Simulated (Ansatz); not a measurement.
## Zr2COF MXene monolayer in a perpendicular field

Aim: how the Zr2COF MXene monolayer screens a field along its normal, and what the field does to its bands. A positive field points along +c.

Method: plane-wave DFT, PBE-D3(BJ), Ansatz PAW, in Ansatz 0.2.0.

Report form: the programs' logs are mostly left out.

## (1) The structure

The cell holds 5 atoms: 1 F, 2 Zr, 1 C and 1 O. Its edges and angles: a = 3.289 Å, b = 3.289 Å, c = 40.572 Å, α = 90.0°, β = 90.0°, γ = 120.0°. Vacuum lies along c.

## (2) Relaxation

The starting cell is a guess, so the in-plane lattice and the atoms are relaxed first, with the slab cut off from its images along the normal.

input.yaml reads:

```yaml
crystal:
  lattice:
    - [3.289, 0.0, 0.0]
    - [-1.6445, 2.848357553, 0.0]
    - [0.0, 0.0, 40.5718145983]
  atoms:
    - { symbol: F, position: [0.3333333333, 0.6666666667, 0.4411929853] }
    - { symbol: Zr, position: [0.6666666667, 0.3333333333, 0.4657812231], spin: 1.0 }
    - { symbol: C, position: [0.0, 0.0, 0.4977677583] }
    - { symbol: Zr, position: [0.3333333333, 0.6666666667, 0.5297542934], spin: 1.0 }
    - { symbol: O, position: [0.6666666667, 0.3333333333, 0.5588070147] }
  periodic: [true, true, false]
magnetization:
  spin_polarized: true
kpoints:
  mp_grid: { grid: [12, 12, 1] }
hamiltonian:
  xc: pbe
  dispersion: d3bj
scf:
  occupations: { method: fermi_dirac, width: 0.05 }
  convergence: { dr2_threshold: 1.0e-09 }
relax:
  f_tol: 0.004
  max_steps: 90
  cell: {}
output:
  write_potential: true
  write_density: true
  volumetric_format: npy
```

Started as:

```bash
ansatz run input.yaml --threads 4 --pin off --max-ram 6144MiB --backend cpu --events-out ev --progress --plain --runs-dir out
```

Wall time 99 s (4 threads of AMD EPYC 7R43, shared host); peak memory 0.94 GiB.

The steps of the relaxation:

| step | energy less that of the first step (eV) | largest force component (eV/Å) | volume (Å³) |
| --- | --- | --- | --- |
| 1 | 0.0000 | 4.0487 | 380.09 |
| 2 | -0.8688 | 1.4893 | 379.29 |
| 3 | -0.9286 | 0.0775 | 375.66 |
| 4 | -0.9286 | 0.0220 | 376.41 |
| 5 | -0.9285 | 0.0085 | 376.62 |
| 6 | -0.9286 | 0.0006 | 376.48 |
| 7* | -0.9269 | 0.0008 | 376.48 |

Relaxation steps marked * repeat the geometry before them on a plane-wave basis chosen anew for their cell, so energy and pressure can jump there. Relaxation step 5 was tried and not accepted.

Forces are held to the 6 operations that the run works with; a distortion that breaks them can't arise in this run.

| cell as run | before | after | change |
| --- | --- | --- | --- |
| a (Å) | 3.289 | 3.273 | -0.5 % |
| b (Å) | 3.289 | 3.273 | -0.5 % |

The atoms that moved most (Å, along periodic axes as changes of fractional coordinates times the final cell, across vacuum about the mean position):

| atom | dx | dy | dz | length |
| --- | --- | --- | --- | --- |
| F1 | 0.000 | 0.000 | -0.231 | 0.231 |
| Zr4 | 0.000 | 0.000 | 0.160 | 0.160 |
| Zr2 | 0.000 | 0.000 | 0.095 | 0.095 |
| O5 | 0.000 | 0.000 | -0.055 | 0.055 |
| C3 | 0.000 | 0.000 | 0.030 | 0.030 |

The relaxed structure:

```xyz
5
Lattice="3.2734 0.0000 0.0000 -1.6367 2.8348 0.0000 0.0000 0.0000 40.5718" Properties=species:S:1:pos:R:3
F     0.0000    1.8899   17.6687
Zr    1.6367    0.9449   18.9930
C     0.0000    0.0000   20.2254
Zr    0.0000    1.8899   21.6536
O     1.6367    0.9449   22.6172
```

This step gave:

```
energy at zero smearing : -10001.1610 eV
```

The lattice constant a goes from 3.289 to 3.273 Å.

## (3) Single point, field 0, start network

A sawtooth potential applies the field, turning back in the middle of the vacuum. With the dipole correction the typed value is the field outside the slab. The induced dipole is small, so the SCF threshold is tight.

The cell differs from the one that the last finished run ended in (c 40.572 → 22.948 Å).

input.yaml reads:

```yaml
crystal:
  lattice:
    - [3.2733767781, 0.0, 0.0]
    - [-1.636688389, 2.834827446, 0.0]
    - [0.0, 0.0, 22.94845559]
  atoms:
    - { symbol: F, position: [0.3333333333, 0.6666666667, 0.3921832545] }
    - { symbol: Zr, position: [0.6666666667, 0.3333333333, 0.449889734] }
    - { symbol: C, position: [0.0, 0.0, 0.5035914804] }
    - { symbol: Zr, position: [0.3333333333, 0.6666666667, 0.5658273256] }
    - { symbol: O, position: [0.6666666667, 0.3333333333, 0.6078167455] }
kpoints:
  mp_grid: { grid: [18, 18, 1] }
  band_path:
    path: [[0, 0, 0], [0.5, 0, 0], [0.33333333, 0.33333333, 0], [0, 0, 0]]
    npoints: 16
hamiltonian:
  xc: pbe
  dispersion: d3bj
scf:
  occupations: { method: fermi_dirac, width: 0.05 }
  convergence: { dr2_threshold: 1.0e-10 }
efield:
  axis: 3
  dipole_correction: true
  ramp_position: 0.97
  ramp_width: 0.06
  amplitude: 0
output:
  dos: { projected: true, e_range: [-6, 5] }
  bader: true
  write_potential: true
  write_density: true
  volumetric_format: npy
  elf: true
```

It took 21 s on 4 threads; peak memory 0.68 GiB; 82 s of CPU time.

This step gave:

| Quantity | Value |
| --- | --- |
| energy at zero smearing | -10001.1663 eV |
| work function, upper face | 5.237 eV |
| work function, lower face | 3.659 eV |
| dipole along the normal | -0.08092 e·Å |
| step between the vacuum levels | 1.578 eV |

Running mean over a fixed 2.7 Å (it still follows the layers) of the planar mean; the ramp of the sawtooth is left out. Table of electron's electrostatic potential energy less the Fermi level by z:

z (Å), electron's electrostatic potential energy less the Fermi level (eV) and a bar from the least value:
```
      3.5        3.7 ###########################
      4.0        3.7 ###########################
      4.5        3.7 ###########################
      5.0        3.7 ###########################
      5.5        3.7 ###########################
      6.0        3.7 ###########################
      6.5        3.6 ###########################
      7.0        3.5 ###########################
      7.5        2.5 #########################
      8.0        0.6 ######################
      8.5       -1.8 #################
      9.0       -5.6 ###########
      9.5       -9.0 ####
     10.0      -10.9 #
     10.5      -11.4 
     11.0      -11.1 
     11.5      -11.2 
     12.0      -11.0 #
     12.5      -11.3 
     13.0      -10.7 #
     13.5       -9.1 ####
     14.0       -6.5 #########
     14.5       -2.4 ################
     15.0        1.3 #######################
     15.5        3.9 ############################
     16.0        5.0 ##############################
     16.5        5.2 ##############################
     17.0        5.2 ##############################
     17.5        5.2 ##############################
     18.0        5.2 ##############################
     18.5        5.2 ##############################
     19.0        5.2 ##############################
     19.5        5.2 ##############################
```

The density of states has structure finer than the step of the table below, so its rows give means over 0.25 eV, whole bins alone (the curve runs from -6 to 1.99 eV). Peaks (eV: height): -5.280: 7.99, -4.730: 7.50, -4.260: 5.46, -3.790: 11.0, -3.330: 5.97, -3.050: 8.33, -2.470: 5.89.

Table of density of states by energy, zero at the Fermi level; means over each step:

| energy (eV) | density of states (states/eV a cell) |
| --- | --- |
| -5.75 | 1.12 |
| -5.50 | 2.21 |
| -5.25 | 4.50 |
| -5.00 | 2.56 |
| -4.75 | 5.10 |
| -4.50 | 3.68 |
| -4.25 | 3.11 |
| -4.00 | 1.52 |
| -3.75 | 4.63 |
| -3.50 | 0.951 |
| -3.25 | 3.95 |
| -3.00 | 4.09 |
| -2.75 | 4.02 |
| -2.50 | 4.27 |
| -2.25 | 1.09 |
| -2.00 | 0.0142 |
| -1.75 | 0 |
| -1.50 | 0 |
| -1.25 | 0 |
| -1.00 | 0 |
| -0.75 | 0 |
| -0.50 | 1.54 |
| -0.25 | 1.61 |
| 0.00 | 1.64 |
| 0.25 | 1.79 |
| 0.50 | 1.13 |
| 0.75 | 2.10 |
| 1.00 | 1.52 |
| 1.25 | 1.69 |
| 1.50 | 1.57 |
| 1.75 | 1.16 |

Projected DOS per atom over height of the atomic layer and energy from the Fermi level. Layers: F Zr C Zr O from below.

Ten even steps from '_' (0.00 states/eV) to '@' (3.02 states/eV), each cell a mean:
```
__::______
__--______
__--__..__
__--__..__
__::__..__
__--__..__
__::__..__
__________
__________
__________
__________
____..____
__::**..::
__::==..--
__::==....
__::==::--
____....--
____..::++
____..--@@
______--**
____..::==
________..
```
Columns: height of the atomic layer (Å) from 9 to 13.9 (not evenly spaced); rows upwards: energy from the Fermi level (eV) from -5.96 to 1.96.

Electronic bands along the path, in eV, zero at the Fermi level:

| point | band 17 | band 18 | band 19 | band 20 | band 21 | band 22 | band 23 | band 24 |
| --- | --- | --- | --- | --- | --- | --- | --- | --- |
| Γ | -5.10 | -3.13 | -2.13 | -2.13 | 0.77 | 0.77 | 0.99 | 2.09 |
| halfway | -4.68 | -3.60 | -2.81 | -2.43 | -0.27 | 1.39 | 1.74 | 2.36 |
| M | -3.92 | -3.86 | -3.31 | -2.37 | -0.58 | 2.23 | 3.16 | 3.44 |
| halfway | -4.02 | -3.81 | -3.35 | -2.70 | -0.04 | 2.12 | 2.43 | 3.02 |
| K | -4.41 | -3.58 | -3.29 | -3.11 | 0.83 | 1.63 | 1.95 | 2.95 |
| halfway | -4.52 | -3.62 | -2.87 | -2.72 | 0.31 | 0.48 | 2.54 | 2.61 |
| Γ | -5.10 | -3.13 | -2.13 | -2.13 | 0.77 | 0.77 | 0.99 | 2.09 |

Valence density in the ca plane at fractional y = 0.333, with atoms of Zr and O within 0.2 Å of it. It is the smooth field of the valence electrons, not physical close to the nuclei.

Ten steps, logarithmic in the rise over the least value, from '0' (0.0 e/Å³) to '9' (6.2 e/Å³), each cell a mean:
```
00000000000000001235665433333455420000000000
00000000000000001257887532224688631000000000
00000000000000000268888632224899841000000000
00000000000000001258888532224799741000000000
00000000000000001246786433234577521000000000
00000000000000012234554443334444210000000000
00000000000000013332233444445432100000000000
00000000000000013332233444455431100000000000
00000000000000012333334444344432210000000000
```
Columns run along c (16.0 Å, from fractional 0.13 to 0.83 of the cell), rows up along a (3.3 Å). Atoms in or near the plane, at fractional coordinates: Zr at (0.45, 0.67), O at (0.61, 0.67).

ELF in the ca plane at fractional y = 0.333, with atoms of Zr and O within 0.2 Å of it. It is the smooth field of the valence electrons, not physical close to the nuclei.

Ten even steps from '0' (0.00) to '9' (0.82), each cell a mean:
```
00000000000000000001103775245311378864100000
00000000000000000000028988523213899996200000
00000000000000000000049528722225975997310000
00000000000000000000049758612214887996310000
00000000000000000000016887324212589985200000
00000000000000000012311343366311246642000000
00000000000000000135541124786324311110000000
00000000000000000135651125887334310000000000
00000000000000000024421123576322213321000000
```
Columns run along c (16.0 Å, from fractional 0.07 to 0.77 of the cell), rows up along a (3.3 Å). Atoms in or near the plane, at fractional coordinates: Zr at (0.45, 0.67), O at (0.61, 0.67).

Electrostatic potential energy in the ca plane at fractional y = 0.333, with atoms of Zr and O within 0.2 Å of it. With pseudopotentials it is smooth inside the atoms' cores, unlike the true potential.

Ten even steps from '0' (-47 eV) to '9' (6 eV), each cell a mean:
```
99999999999999999999886435789888888999999999
99999999999999999999873000489998732599999999
99999999999999999999861000278999600289999999
99999999999999999999861000379998710389999999
99999999999999999999874112689988865899999999
99999999999999999999987666888877788999999999
99999999999999999999988888888876678999999999
99999999999999999999998888888765678999999999
99999999999999999999988778888876788999999999
```
Columns run along c (16.0 Å, from fractional 0.07 to 0.77 of the cell; values clipped at the 3rd and 97th percentile), rows up along a (3.3 Å). Atoms in or near the plane, at fractional coordinates: Zr at (0.45, 0.67), O at (0.61, 0.67).

The work function of the upper face is 5.24 eV.

## (4) Atoms held, field 0.03 V/Å

Changes to input.yaml since step 3:

```diff
@@ -27,6 +27,4 @@
   ramp_width: 0.06
-  amplitude: 0
+  amplitude: 0.03
 output:
-  dos: { projected: true, e_range: [-6, 5] }
-  bader: true
   write_potential: true
@@ -34,2 +32 @@
   volumetric_format: npy
-  elf: true
```

Elapsed: 11 s, on 4 threads; peak memory 0.65 GiB.

The dipole is -0.0724 e·Å, 0.00855 e·Å from its value without field.

## (5) Atoms held, field -0.03 V/Å

Changes to input.yaml since step 4:

```diff
@@ -27,3 +27,3 @@
   ramp_width: 0.06
-  amplitude: 0.03
+  amplitude: -0.03
 output:
```

It took 10 s on 4 threads; peak memory 0.66 GiB.

The dipole is -0.0895 e·Å, -0.00855 e·Å from its value without field.

## (6) Atoms held, field 0.15 V/Å

Changes to input.yaml since step 5:

```diff
@@ -25,5 +25,5 @@
   dipole_correction: true
-  ramp_position: 0.97
-  ramp_width: 0.06
-  amplitude: -0.03
+  ramp_position: 0.934
+  ramp_width: 0.1413
+  amplitude: 0.15
 output:
```

Elapsed: 12 s, on 4 threads; peak memory 0.64 GiB.

The dipole is -0.0382 e·Å, 0.0428 e·Å from its value without field.

## (7) Atoms held, field 0.25 V/Å

Changes to input.yaml since step 6:

```diff
@@ -27,3 +27,3 @@
   ramp_width: 0.1413
-  amplitude: 0.15
+  amplitude: 0.25
 output:
```

Wall time 12 s (4 threads); peak memory 0.64 GiB.

The dipole is -0.00964 e·Å, 0.0713 e·Å from its value without field.

## (8) Single point, field -0.25 V/Å

Changes to input.yaml since step 7:

```diff
@@ -27,4 +27,6 @@
   ramp_width: 0.1413
-  amplitude: 0.25
+  amplitude: -0.25
 output:
+  dos: { projected: true, e_range: [-6, 5] }
+  bader: true
   write_potential: true
@@ -32 +34,2 @@
   volumetric_format: npy
+  elf: true
```

Elapsed: 23 s, on 4 threads; peak memory 0.66 GiB.

The dipole is -0.152 e·Å, -0.0713 e·Å from its value without field.

## (9) Response, atoms held

This step: plane-wave DFT, PBE-D3(BJ), Ansatz PAW; response to a field along the normal, atoms held (Ansatz 0.2.0).

The dipoles give the slope, and the difference of two potentials shows where the field is screened.

Numbers from this step:

* equivalent conductor thickness p/(ε₀AE): 5.560 Å
* distance between the outer atoms: 4.948 Å

Dipole of the cell against applied field:

| applied field (V/Å) | dipole of the cell (e·Å) |
| --- | --- |
| -0.250 | -0.152 |
| -0.030 | -0.0895 |
| 0.000 | -0.0809 |
| 0.030 | -0.0724 |
| 0.150 | -0.0382 |
| 0.250 | -0.00964 |

Local field over the applied field, running mean. From the potentials at -0.03 and 0.03 V/Å; running mean over 2.5 Å. Local field over applied field against z:

| z (Å) | local field over applied field |
| --- | --- |
| 4.5 | 1.000 |
| 5.0 | 1.000 |
| 5.5 | 0.999 |
| 6.0 | 0.996 |
| 6.5 | 0.984 |
| 7.0 | 0.950 |
| 7.5 | 0.868 |
| 8.0 | 0.749 |
| 8.5 | 0.604 |
| 9.0 | 0.450 |
| 9.5 | 0.300 |
| 10.0 | 0.184 |
| 10.5 | 0.103 |
| 11.0 | 0.0541 |
| 11.5 | 0.0334 |
| 12.0 | 0.0360 |
| 12.5 | 0.0554 |
| 13.0 | 0.108 |
| 13.5 | 0.199 |
| 14.0 | 0.335 |
| 14.5 | 0.499 |
| 15.0 | 0.671 |
| 15.5 | 0.819 |
| 16.0 | 0.924 |
| 16.5 | 0.974 |
| 17.0 | 0.992 |
| 17.5 | 0.998 |
| 18.0 | 0.999 |
| 18.5 | 1.000 |

The induced electron density oscillates, so the rows of the table below give means over windows of 0.5 Å about each position, cut where the curve ends. Its maxima inside the range that stand out by 2 % of the span (Å: e/Å³ per V/Å): 8.46: 0.00312, 9.18: 0.00209, 10.33: 0.00136, 13.05: 1.1e-4, 14.06: -0.00153. Its minima: 8.89: 0.00146, 9.61: 7.6e-4, 12.19: -8.1e-4, 13.77: -0.00200, 14.63: -0.00358.

Electrons, planar mean, per unit field. Table of induced electron density by z; means over each step:

z (Å), induced electron density (e/Å³ per V/Å) and a bar from the least value:
```
      4.5    0.00000 ################
      5.0    0.00000 ################
      5.5    0.00000 ################
      6.0    0.00002 ################
      6.5    0.00006 ################
      7.0    0.00023 #################
      7.5    0.00073 ####################
      8.0    0.00202 ##########################
      8.5    0.00273 ##############################
      9.0    0.00178 #########################
      9.5    0.00109 ######################
     10.0    0.00103 #####################
     10.5    0.00097 #####################
     11.0    0.00042 ##################
     11.5    0.00005 ################
     12.0   -0.00056 #############
     12.5   -0.00048 ##############
     13.0    0.00004 ################
     13.5   -0.00097 ###########
     14.0   -0.00182 #######
     14.5   -0.00317 
     15.0   -0.00254 ###
     15.5   -0.00109 ###########
     16.0   -0.00037 ##############
     16.5   -0.00012 ################
     17.0   -0.00003 ################
     17.5   -0.00001 ################
     18.0    0.00000 ################
     18.5    0.00000 ################
```

By hand: between -0.03 and 0.03 V/Å the dipole changes by 0.01711 e·Å, a slope of 0.2851 e·Å²/V. A perfect conductor of thickness t has p = ε₀AEt, so t = 180.95 × 0.2851 / 9.279 = 5.56 Å (e/ε₀ = 180.95 V·Å, A in Å²).

The induced dipole is that of a conductor 5.56 Å thick.

## (10) The same run with other settings: scf.mixing.preconditioner = "local_kerker"

This step: plane-wave DFT, PBE-D3(BJ), Ansatz PAW (Ansatz 0.2.0).

A run with a changed input: it repeats the earlier run at 0.03 V/Å with scf.mixing.preconditioner to local_kerker.

Changes to input.yaml since step 8:

```diff
@@ -22,2 +22,3 @@
   convergence: { dr2_threshold: 1.0e-10 }
+  mixing: { preconditioner: local_kerker }
 efield:
@@ -25,8 +26,6 @@
   dipole_correction: true
-  ramp_position: 0.934
-  ramp_width: 0.1413
-  amplitude: -0.25
+  ramp_position: 0.97
+  ramp_width: 0.06
+  amplitude: 0.03
 output:
-  dos: { projected: true, e_range: [-6, 5] }
-  bader: true
   write_potential: true
@@ -34,2 +33 @@
   volumetric_format: npy
-  elf: true
```

Wall time 11 s (4 threads); peak memory 0.64 GiB; 43 s of CPU time.

This step gave:

```
energy at zero smearing : -10001.1640 eV
dipole along the normal : -0.07237 e·Å
```

Electronic bands along the path, in eV, zero at the Fermi level:

| point | band 17 | band 18 | band 19 | band 20 | band 21 | band 22 | band 23 | band 24 |
| --- | --- | --- | --- | --- | --- | --- | --- | --- |
| Γ | -5.10 | -3.12 | -2.13 | -2.13 | 0.77 | 0.77 | 0.99 | 2.06 |
| halfway | -4.67 | -3.60 | -2.80 | -2.43 | -0.27 | 1.39 | 1.74 | 2.36 |
| M | -3.92 | -3.86 | -3.32 | -2.37 | -0.58 | 2.23 | 3.16 | 3.43 |
| halfway | -4.01 | -3.81 | -3.35 | -2.69 | -0.04 | 2.12 | 2.43 | 3.02 |
| K | -4.40 | -3.58 | -3.29 | -3.10 | 0.83 | 1.63 | 1.95 | 2.96 |
| halfway | -4.52 | -3.62 | -2.87 | -2.71 | 0.31 | 0.48 | 2.54 | 2.61 |
| Γ | -5.10 | -3.12 | -2.13 | -2.13 | 0.77 | 0.77 | 0.99 | 2.06 |

| quantity | this run | earlier run | difference |
| --- | --- | --- | --- |
| dipole along the normal (e·Å) | -0.07237 | -0.07237 | 5.6e-7 |

The dipole moves by under 0.5 % or 5e-5 e·Å. The run took 19 SCF cycles against 13.

Of the bands kept, 1 crosses the Fermi level on this path.

## (11) Varying the input

An input spoilt on purpose, to show how the run answers: it repeats the earlier run at 0.03 V/Å with efield.amplitude from 0.03 to 1.5, and scf.max_iter set to 100.

Changes to input.yaml since step 10:

```diff
@@ -22,3 +22,3 @@
   convergence: { dr2_threshold: 1.0e-10 }
-  mixing: { preconditioner: local_kerker }
+  max_iter: 100
 efield:
@@ -28,3 +28,3 @@
   ramp_width: 0.06
-  amplitude: 0.03
+  amplitude: 1.5
 output:
```

Run time: 14 s. Hardware: 4 threads; peak memory 0.64 GiB; 55 s of CPU time.

| quantity | this run | earlier run | difference |
| --- | --- | --- | --- |
| dipole along the normal (e·Å) | 0.4144 | -0.07237 | 0.49 |

The applied field differs between the two, so the dipoles differ in any case.

In so strong a field the program warns of density in the ramp of the sawtooth; these numbers are not the system's.

## (12) Summary of results

| Quantity | Value |
| --- | --- |
| gap without field | none |
| work function, upper face | 5.24 eV |
| step between the vacuum levels | 1.58 eV |
| equivalent conductor thickness, atoms held | 5.56 Å |

In words: The induced dipole equals that of a perfect conductor 5.56 Å thick, while the outer atoms lie 4.95 Å apart. The two faces differ: the vacuum level above lies 1.58 eV higher than the one below. There is no gap over 0.03 eV, with or without the field. The first relaxation ran with spin and lost its moment, and the later runs have none; other magnetic states were not tried. Spin-orbit coupling is left out. The MXene's terminations sit over the metal atoms of its far layer; the site over carbon or nitrogen, which some compounds prefer, was not run.

[Logs are printed without paths, hosts, clocks, repeated set-up lines and the standing remarks that a program may print on its own settings, such as how far it seeks lower states.]

[Hosts, paths, dates, database ids (printed as entryN), source tags and the programs' standing remarks are cut or masked in the printed files.]

[Maps of the electrostatic potential energy from Ansatz leave out the sawtooth potential of an applied field or a dipole correction, so their vacuum need not be flat; planar profiles and work functions include it.]

[The density of states shown here was stored with 400 of the rows of the run's finer table, so its peaks can read low, often by over a quarter, or be missed, and its means over a window can be off by a tenth or more.]
